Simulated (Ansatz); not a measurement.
# Quasi-harmonic thermodynamics of GaAs (F-43m), part 4 of 5

Wanted: α(T), C_P(T) and B(T) of GaAs in the quasi-harmonic approximation.

What experiment has found for this phase:
- volume expansion coefficient 16.2 1e-6/K, heat capacity C_P per formula unit 46.8 J/mol/K and bulk modulus 74.8 GPa near room temperature (given in “High-Throughput Prediction of Finite-Temperature Properties using the Quasi-Harmonic Approximation”, 2016, arXiv:1603.06924)

Ansatz 0.2.0; DFT LDA, scalar-relativistic, plane waves, PAW.

So far, principal linear expansion coefficients at 298 K (× 1e-6/K): step 5 (the quasi-harmonic study, cutoff 487.2 eV, k-mesh 12×12×12) 4.78. Also isothermal bulk modulus at 298 K (GPa): step 5 71.0. The relaxed cell has a = 5.603 Å (conventional setting).

## 6. The quasi-harmonic study, k-mesh 8×8×8, q-mesh 4×4×4

The study relaxes the crystal at several strains, solves the phonons on some of them and minimises the free energy at each temperature (static energy, vibrations, the electrons in a metal, and PV under a set pressure); the q-mesh sets how far the force constants reach.

File input.yaml:

```yaml
crystal:
  lattice:
    - [0.0, 2.8015748524, 2.8015748524]
    - [2.8015748524, 0.0, 2.8015748524]
    - [2.8015748524, 2.8015748524, 0.0]
  atoms:
    - { symbol: Ga, position: [0.0, 0.0, 0.0] }
    - { symbol: As, position: [0.25, 0.25, 0.25] }
kpoints:
  mp_grid: { grid: [8, 8, 8] }
hamiltonian:
  xc: lda
scf:
  occupations: { method: fixed }
  lower_state_search: "off"
output:
  eigenvalues: true
phonons:
  method: dfpt
  qmesh: [4, 4, 4]
  temperatures: { t_max: 800.0, t_step: 50 }
  thermal_expansion: {}
```

The run is started by

```sh
> ansatz run input.yaml --threads 8 --pin off --max-ram 16384MiB --backend cpu --events-out ev --progress --plain --runs-dir out
```

Numbers of over 12 decimals in the logs are rounded to 6 here.

Output:

```text
[...]
Crystal: 2 atoms, lattice volume = 43.978 Å³
Basis set: ecut = 487.2 eV, 1067 PW (Γ), exchange–correlation on 60×60×60 points (8 copies of the dense FFT grid, shifted against one another)
Bands: 18, of which v1, the nominal top of the filled ones, is band 14 counted from 1 (13 counted from 0)
Symmetry: 24 space group operations
[...]
k-points: 29 of 512 (time reversal used)
[...]
SCF iter   1: F=—  HF=-8481.296768 eV  |F-HF|=—  |Δ(HF+E_count)|=         —  Δρ=5.00e-3  dr2=7.06e-3  ethr=1.77e-3  ⟨swp⟩=4.7  Hψ=2174  notcnv=0  defer=49
[...]
SCF iter   8: F=-8481.293600 eV  HF=-8481.293600 eV  |F-HF|=2.36e-11  |Δ(HF+E_count)|=  7.28e-12  Δρ=2.23e-7  dr2=1.13e-11  ethr=1.00e-12  ⟨swp⟩=5.2  Hψ=3067  notcnv=0
SCF 1 converged in 8 iterations: F = -8481.293600 eV  dr2 = 1.13e-11
[...]
relax step   1: F+E_penalty+E_count = -8481.29359956 eV  Δ(F+E_penalty+E_count) = +0.000e0 eV  max|allowed force component| = 1.492e-16 eV/Å  Δτ_max = 0.0000 Å  (8 SCF iters, accepted)
SCF converged after 8 iterations
Free energy (F): -8481.293600 eV
[...]
Internal energy: -8481.293600 eV  (E = F + TS)
E sigma→0 (E₀):  -8481.293600 eV
Fermi energy:    8.241722 eV
[...]
--- Stress (GPa, compression-positive) ---
       -0.026015       0.000000       0.000000
       -0.000000      -0.026015       0.000000
        0.000000       0.000000      -0.026015
  P = ⅓ Tr σ = -0.0260 GPa (-0.260 kbar)
--- Band table (eV; the first three rows and the last of 29) ---
  k-point 0: bands = [... 10 lower, -4.7372, 8.2417, 8.2417, 8.2417, 8.7279, 11.9351, 11.9351, 11.9351]
  k-point 1: bands = [... 10 lower, -4.5477, 6.2198, 7.9940, 7.9940, 9.8096, 12.2951, 12.2951, 12.4023]
  k-point 2: bands = [... 10 lower, -4.0184, 3.9875, 7.5346, 7.5346, 9.6312, 12.8223, 12.8223, 14.1875]
  k-point 28: bands = [... 10 lower, -2.0620, 1.4386, 4.5578, 4.7483, 12.8938, 12.9029, 13.6283, 14.2087]
── thermal expansion: 3 new cells, 3 in all ──
thermal expansion: relaxation of cell 2
thermal expansion: relaxation of cell 3
── thermal expansion: 2 new cells, 5 in all ──
thermal expansion: relaxation of cell 4
thermal expansion: electrons of cell 4
thermal expansion: phonons of cell 4
thermal expansion: relaxation of cell 5
thermal expansion: electrons of cell 1
thermal expansion: electrons of cell 2
thermal expansion: electrons of cell 3
thermal expansion: electrons of cell 5
thermal expansion: phonons of cell 5
── thermal expansion: 5 new cells, 10 in all ──
thermal expansion: relaxation of cell 6
thermal expansion: relaxation of cell 7
thermal expansion: relaxation of cell 8
thermal expansion: relaxation of cell 9
thermal expansion: relaxation of cell 10
thermal expansion: electrons of cell 6
thermal expansion: electrons of cell 7
thermal expansion: electrons of cell 8
thermal expansion: electrons of cell 9
thermal expansion: electrons of cell 10
thermal expansion: phonons of cell 6
thermal expansion: phonons of cell 7
--- Relaxed structure (1 steps of the walk, 1 accepted, 0 SCFs on fresh bases) ---
  F+E_penalty+E_count = -8481.29359956 eV   max|allowed force component| = 1.492e-16 eV/Å
  atoms:
    - { symbol: Ga, position: [0.0, 0.0, 0.0] }
    - { symbol: As, position: [0.25, 0.25, 0.25] }
--- Thermal expansion: 10 cells in 3 rounds, 0 GPa ---
  no lower state was looked for at cell 4: scf.lower_state_search: off
  without vibrations: a 3.96157, b 3.96157, c 3.96157 Å, V 43.9628 Å³, B 74.52 GPa
  at 0 K: a 3.96650, b 3.96650, c 3.96650 Å, V 44.1272 Å³, B 73.57 GPa
  zero-point expansion: a +0.125, b +0.125, c +0.125, V +0.374 %
[...]
0.00    3.96650    3.96650    3.96650    44.1272 |    0.00    0.00    0.00    0.00 |   10.34 |     0.000     0.000 |    73.57    73.57
   100.00    3.96669    3.96669    3.96669    44.1336 |    2.41    2.41    2.41    7.24 |   14.83 |    29.328    29.317 |    73.25    73.27
   200.00    3.96832    3.96832    3.96832    44.1882 |    5.26    5.26    5.26   15.79 |   17.39 |    42.703    42.607 |    72.38    72.55
   298.15    3.97058    3.97058    3.97058    44.2637 |    6.20    6.20    6.20   18.60 |       - |    46.563    46.366 |    71.44    71.75
   350.00    3.97189    3.97189    3.97189    44.3074 |    6.47    6.47    6.47   19.41 |   19.03 |    47.542    47.292 |    70.94    71.31
   450.00    3.97454    3.97454    3.97454    44.3960 |    6.82    6.82    6.82   20.46 |   19.68 |    48.648    48.295 |    69.95    70.46
   550.00    3.97730    3.97730    3.97730    44.4887 |    7.07    7.07    7.07   21.22 |   20.18 |    49.275    48.817 |    68.96    69.61
   650.00    3.98016    3.98016    3.98016    44.5847 |    7.28    7.28    7.28   21.85 |   20.61 |    49.689    49.123 |    67.97    68.75
   750.00    3.98309    3.98309    3.98309    44.6835 |    7.47    7.47    7.47   22.42 |   20.99 |    49.998    49.318 |    66.97    67.89
   800.00    3.98459    3.98459    3.98459    44.7339 |    7.57    7.57    7.57   22.70 |   21.16 |    50.129    49.391 |    66.47    67.47
[...]
vibrations' free energy: its fit passes through its cells
[...]
free energies summed between the sampled wave vectors
[...]
band gaps on the cells' k-points are 0.225 to 0.716 eV
```

Wall time 12 min (8 threads of Arm Neoverse N1, shared host); peak memory 1.5 GiB; 88 min of CPU time.

This step gave:

- pressure: -0.02601 GPa
- gap on the k-mesh: 0.4861 eV
- volume expansion coefficient at 298 K: 18.60 1e-6/K
- C_P at 298 K: 23.28 J/mol-atom/K
- entropy at 298 K: 32.66 J/mol-atom/K
- isothermal bulk modulus at 298 K: 71.44 GPa
- Grüneisen parameter at 298 K: 0.7639
- volume at 298 K: 22.13 Å³/atom
- principal linear expansion coefficients at 298 K: 6.2, 6.2, 6.2 1e-6/K

Strained cells of the study; zero-point energy where phonons were solved; the pressures are stresses at a fixed cutoff and can carry an offset from the finite basis. Expansion cells, by row:

```
cell  |a| (Å)  |b| (Å)  |c| (Å)  V (Å³/atom)  E - E_lowest (meV/atom)  pressure, compression positive (GPa)  gap (eV)  zero-point energy (meV/atom)
   1    3.962    3.962    3.962        21.99                        0                                -0.038    0.4861                             -
   2    3.994    3.994    3.994        22.52                    2.941                                 -1.72    0.3062                             -
   3    3.931    3.931    3.931        21.47                    2.896                                 1.841    0.6691                             -
   4    3.962    3.962    3.962        21.99                        0                                -0.031    0.4868                         33.73
   5    3.982    3.982    3.982        22.32                    1.168                                -1.107    0.3739                         33.17
   6    3.972    3.972    3.972        22.16                    0.326                                -0.599     0.428                         33.44
   7    3.993    3.993    3.993        22.51                     2.78                                -1.674    0.3114                         32.85
   8    3.923    3.923    3.923        21.34                    4.617                                 2.356    0.7164                             -
   9    3.942    3.942    3.942        21.66                    1.119                                 1.122     0.601                             -
  10    4.008    4.008    4.008        22.77                    6.145                                 -2.43    0.2247                             -
```

Quasi-harmonic; a, b, c are the run's own cell vectors. Expansion, by row:

```
T (K)  a (Å)  b (Å)  c (Å)  alpha (deg)  beta (deg)  gamma (deg)  cell volume (Å³/cell)  alpha_a (1e-6/K)  alpha_b (1e-6/K)  alpha_c (1e-6/K)  alpha_V (1e-6/K)  C_P (J/mol-atom/K)  C_V (J/mol-atom/K)  S (J/mol-atom/K)  B_T (GPa)  B_S (GPa)  Grueneisen  extrapolation  fit error (1e-6/K)
    0  3.966  3.966  3.966           60          60           60                  44.13                 0                 0                 0                 0                   0                   0                 0      73.57      73.57           -              0                   0
   50  3.966  3.966  3.966           60          60           60                  44.13             -0.07             -0.07             -0.07             -0.21               6.841               6.841             3.683      73.52      73.52       -0.03              0                   0
  100  3.967  3.967  3.967           60          60           60                  44.13              2.41              2.41              2.41              7.24               14.66               14.66             10.99      73.25      73.27       0.481              0                   0
  150  3.967  3.967  3.967           60          60           60                  44.16              4.26              4.26              4.26             12.78               19.11               19.08             17.88      72.84      72.93       0.649              0                0.01
  200  3.968  3.968  3.968           60          60           60                  44.19              5.26              5.26              5.26             15.79               21.35                21.3             23.71      72.38      72.55       0.714              0                0.01
  250  3.969  3.969  3.969           60          60           60                  44.23              5.84              5.84              5.84             17.53               22.57                22.5             28.62      71.91      72.14       0.746              0                0.01
298.1  3.971  3.971  3.971           60          60           60                  44.26               6.2               6.2               6.2              18.6               23.28               23.18             32.66      71.44      71.75       0.764              0                0.02
  300  3.971  3.971  3.971           60          60           60                  44.27              6.21              6.21              6.21             18.63                23.3                23.2             32.81      71.42      71.73       0.764              0                0.02
  350  3.972  3.972  3.972           60          60           60                  44.31              6.47              6.47              6.47             19.41               23.77               23.65             36.44      70.94      71.31       0.777              0                0.02
  400  3.973  3.973  3.973           60          60           60                  44.35              6.66              6.66              6.66             19.99               24.09               23.94             39.63      70.44      70.89       0.786              0                0.02
  450  3.975  3.975  3.975           60          60           60                   44.4              6.82              6.82              6.82             20.46               24.32               24.15             42.48      69.95      70.46       0.792              0                0.02
  500  3.976  3.976  3.976           60          60           60                  44.44              6.96              6.96              6.96             20.87                24.5                24.3             45.06      69.46      70.03       0.798              0                0.01
  550  3.977  3.977  3.977           60          60           60                  44.49              7.07              7.07              7.07             21.22               24.64               24.41              47.4      68.96      69.61       0.803              0                0.01
  600  3.979  3.979  3.979           60          60           60                  44.54              7.18              7.18              7.18             21.55               24.75               24.49             49.55      68.46      69.18       0.808              0                0.01
  650   3.98   3.98   3.98           60          60           60                  44.58              7.28              7.28              7.28             21.85               24.84               24.56             51.53      67.97      68.75       0.812              0                0.01
  700  3.982  3.982  3.982           60          60           60                  44.63              7.38              7.38              7.38             22.14               24.93               24.61             53.38      67.47      68.32       0.816              0                0.02
  750  3.983  3.983  3.983           60          60           60                  44.68              7.47              7.47              7.47             22.42                  25               24.66              55.1      66.97      67.89       0.819              0                0.03
  800  3.985  3.985  3.985           60          60           60                  44.73              7.57              7.57              7.57              22.7               25.07                24.7             56.72      66.47      67.47       0.823              0                0.04
```

Table of expansion coefficient by temperature; values in 1e-6/K:

```
temperature (K)  volume  principal 1
              0       0            0
             50   -0.21        -0.07
            100    7.24         2.41
            150    12.8         4.26
            200    15.8         5.26
            250    17.5         5.84
            298    18.6          6.2
            300    18.6         6.21
            350    19.4         6.47
            400    20.0         6.66
            450    20.5         6.82
            500    20.9         6.96
            550    21.2         7.07
            600    21.6         7.18
            650    21.9         7.28
            700    22.1         7.38
            750    22.4         7.47
            800    22.7         7.57
```

Changing the q-mesh (2×2×2 → 4×4×4) and the k-mesh (12×12×12 → 8×8×8) takes the volume expansion at 298 K from 14.3 to 18.6 × 10⁻⁶/K and B_T from 71.0 to 71.4 GPa.

## 7. A new level, relaxed again

The functional, the potentials or the cutoff change, so the crystal is relaxed again at the new setting.

input.yaml, the sections that differ from step 6:

```yaml
kpoints:
  mp_grid: { grid: [12, 12, 12] }
output:
  forces: true
  stress: true
  eigenvalues: true
basis:
  ecutwfc: 320.0
relax:
  adjacent_minimum: "off"
  f_tol: 0.001
  max_steps: 60
  cell: { stress_tol: 0.01 }
# crystal, hamiltonian, scf: as in step 6
# phonons: removed
```

Output:

```text
Warning: basis.ecutwfc = 320 eV is below the records' recommended 420 eV, and the density's cutoff is lower with it unless basis.ecutrho_ratio is high enough to keep the records' density cutoff: compare with a run at a higher cutoff
[...]
Crystal: 2 atoms, lattice volume = 43.978 Å³
Basis set: ecut = 320 eV, 537 PW (Γ)
[...]
k-point 71: bands = [... 10 lower, -2.0659, 1.4389, 4.5586, 4.7491, 12.9038, 12.9083, 13.6352, 14.2197]
--- Relaxed structure (2 steps of the walk, 2 accepted, 1 SCFs on fresh bases) ---
[...]
cell:  # Å, volume = 43.9665 Å³
    - [0, 2.801329, 2.801329]
    - [2.801329, 0, 2.801329]
    - [2.801329, 2.801329, 0]
  atoms:
    - { symbol: Ga, position: [0, 0, 0] }
    - { symbol: As, position: [0.250000, 0.250000, 0.250000] }
[key lines of the parts left out:]
SCF converged after 5 iterations
Free energy (F): -8481.230393 eV
Fermi energy:    8.246075 eV
P = ⅓ Tr σ = -0.0058 GPa (-0.058 kbar)
```

Elapsed: 3 s, on 8 threads; peak memory 0.39 GiB; 19 s of CPU time.

Little changed from the start: no atom moved by 0.005 Å and no cell edge by 0.1 %.

Numbers from this step:

| Property | Result |
| --- | --- |
| pressure | -0.005830 GPa |
| gap on the k-mesh | 0.4813 eV |
| volume per atom | 21.98 Å³/atom |

The residual pressure is -0.0058 GPa, small enough for phonons.

## 8. Phonons on strained cells, cutoff 320 eV, q-mesh 4×4×4

The study relaxes the crystal at several strains, solves the phonons on some of them and minimises the free energy at each temperature (static energy, vibrations, the electrons in a metal, and PV under a set pressure); the q-mesh sets how far the force constants reach.

input.yaml, the sections that differ from step 7:

```yaml
crystal:
  lattice:
    - [0.0, 2.8013290482, 2.8013290482]
    - [2.8013290482, 0.0, 2.8013290482]
    - [2.8013290482, 2.8013290482, 0.0]
  atoms:
    - { symbol: Ga, position: [0.0, 0.0, 0.0] }
    - { symbol: As, position: [0.25, 0.25, 0.25] }
output:
  eigenvalues: true
phonons:
  method: dfpt
  qmesh: [4, 4, 4]
  temperatures: { t_max: 800.0, t_step: 50 }
  thermal_expansion: {}
# kpoints, hamiltonian, scf, basis: as in step 7
# relax: removed
```

Output:

```text
[...]
Warning: basis.ecutrho_ratio = 4 (ecutrho = 1280 eV) is below the records' recommended 1680 eV
[...]
Crystal: 2 atoms, lattice volume = 43.967 Å³
Basis set: ecut = 320 eV, 537 PW (Γ), exchange–correlation on 48×48×48 points (8 copies of the dense FFT grid, shifted against one another)
[...]
800.00    3.98573    3.98573    3.98573    44.7722 |    8.00    8.00    8.00   24.01 |   22.26 |    50.212    49.398 |    65.44    66.52
[...]
vibrations' free energy: its fit passes through its cells
[...]
free energies summed between the sampled wave vectors
[...]
band gaps on the cells' k-points are 0.211 to 0.711 eV
[key lines of the parts left out:]
SCF converged after 8 iterations
Free energy (F): -8481.230394 eV
Fermi energy:    8.246075 eV
P = ⅓ Tr σ = -0.0058 GPa (-0.058 kbar)
```

Wall time 22 min (8 threads); peak memory 3.6 GiB; 2.7 h of CPU time.

Changing the k-mesh (8×8×8 → 12×12×12) and the cutoff (487.2 → 320 eV) takes the volume expansion at 298 K from 18.6 to 19.5 × 10⁻⁶/K and B_T from 71.4 to 71.0 GPa.

(Continued in part 5 of 5.)

[Logs are printed without paths, hosts, clocks, repeated set-up lines and the standing remarks that a program may print on its own settings, such as how far it seeks lower states.]

[Hosts, paths, dates, database ids (printed as entryN), source tags and the programs' standing remarks are cut or masked in the printed files.]

[A step with changed settings may run another functional than the one named; its input shows which.]

[Pressures of single members of a volume series are the stress at the run's cutoff; with an incomplete basis they can lie off −dE/dV of the same runs, and they are not shown converged.]
